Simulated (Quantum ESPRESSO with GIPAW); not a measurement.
# 29Si assignment in SiO2

The values are calculated: DFT, PBEsol, plane-wave PAW (pslibrary 1.0.0 recipes), scalar-relativistic, GIPAW shieldings (Quantum ESPRESSO with GIPAW, a patched development version). Shieldings are without the macroscopic shape term, which is common to all sites.

```xyz
36
Lattice="7.4462 0.0000 0.0000 0.0000 7.4462 0.0000 0.0000 0.0000 8.5838" Properties=species:S:1:pos:R:3 pbc="T T T"
Si    6.7783    0.6679    2.1460
Si    4.3910    4.3910    4.2919
Si    0.6679    6.7783    6.4379
Si    3.0552    3.0552    0.0000
Si    0.8700    2.3998    6.3588
Si    1.3233    4.5931    4.2128
Si    6.5762    5.0464    2.0669
Si    6.1229    2.8531   -0.0791
Si    4.5931    1.3233    4.3710
Si    5.0464    6.5762    6.5169
Si    2.8531    6.1229    8.6629
Si    2.3998    0.8700    2.2250
O     2.1294    2.7280    7.3093
O     0.9951    5.8525    5.1633
O     5.3168    4.7182    3.0174
O     6.4511    1.5937    0.8714
O     5.8525    0.9951    3.4205
O     4.7182    5.3168    5.5664
O     1.5937    6.4511    7.7124
O     2.7280    2.1294    1.2745
O     0.8945    0.8469    5.9485
O     2.8762    4.6176    3.8026
O     6.5517    6.5993    1.6566
O     4.5700    2.8286    8.0945
O     4.6176    2.8762    4.7812
O     6.5993    6.5517    6.9272
O     2.8286    4.5700    0.4893
O     0.8469    0.8945    2.6353
O     0.9465    3.2251    4.9796
O     0.4980    4.6696    2.8337
O     6.4997    4.2211    0.6877
O     6.9482    2.7766    7.1256
O     4.6696    0.4980    5.7501
O     4.2211    6.4997    7.8961
O     2.7766    6.9482    1.4582
O     3.2251    0.9465    3.6042
```

The cell is an entry of the Crystallography Open Database; it need not be the form that is stable at ambient conditions. The coordinates shown are those after relaxation (atoms relaxed).

The Si sites:

```csv
site,atom no.,atoms in cell,site symmetry,surroundings,bonds (Å)
Si(1),1,4,2,"SiO4, Q4",1.608
Si(2),5,8,1,"SiO4, Q4",1.61 to 1.61
```

The lines, in order of position:

```csv
line,σ_iso (ppm),relative area,span (ppm),skew
A,439.2,1,6.1,-0.09
B,435.9,2,23.5,0.05
```

Simulated spectrum: 29Si static powder, 20 T (169.3 MHz), lines broadened by 0.8 ppm; the axis counts ppm from the isotropic position of the most shielded site, as −Δσ; rigid lattice, with dipolar and J couplings left out.

| offset (ppm) | intensity |
| --- | --- |
| 19.0 | 0.00 |
| 18.0 | 0.00 |
| 17.1 | 0.00 |
| 16.1 | 0.00 |
| 15.2 | 0.04 |
| 14.2 | 0.18 |
| 13.2 | 0.19 |
| 12.3 | 0.20 |
| 11.3 | 0.21 |
| 10.3 | 0.22 |
| 9.4 | 0.23 |
| 8.4 | 0.25 |
| 7.4 | 0.27 |
| 6.4 | 0.29 |
| 5.5 | 0.33 |
| 4.5 | 0.40 |
| 3.6 | 0.54 |
| 2.6 | 0.69 |
| 1.7 | 0.73 |
| 0.7 | 0.82 |
| -0.2 | 1.00 |
| -0.2 | 1.00 |
| -1.2 | 0.75 |
| -2.2 | 0.62 |
| -3.2 | 0.32 |
| -4.1 | 0.22 |
| -5.1 | 0.20 |
| -6.1 | 0.19 |
| -7.0 | 0.18 |
| -8.0 | 0.17 |
| -9.0 | 0.03 |
| -9.9 | 0.00 |
| -10.9 | 0.00 |
| -11.8 | 0.00 |
| -12.8 | 0.00 |

Most prominent maxima (ppm: height): -0.2: 1.00.

Q: Assign the lines to the sites.

The calculated assignment is A is Si(1) (SiO4, Q4); B is Si(2) (SiO4, Q4). The areas settle A and B, whose multiplicities are unique.

[Banner, clock, file and message-heading lines were taken out of the pw.x and gipaw.x logs.]

[Logs are printed without paths, hosts, clocks, repeated set-up lines and the standing remarks that a program may print on its own settings, such as how far it seeks lower states.]

[Hosts, paths, dates, database ids (printed as entryN), source tags and the programs' standing remarks are cut or masked in the printed files.]
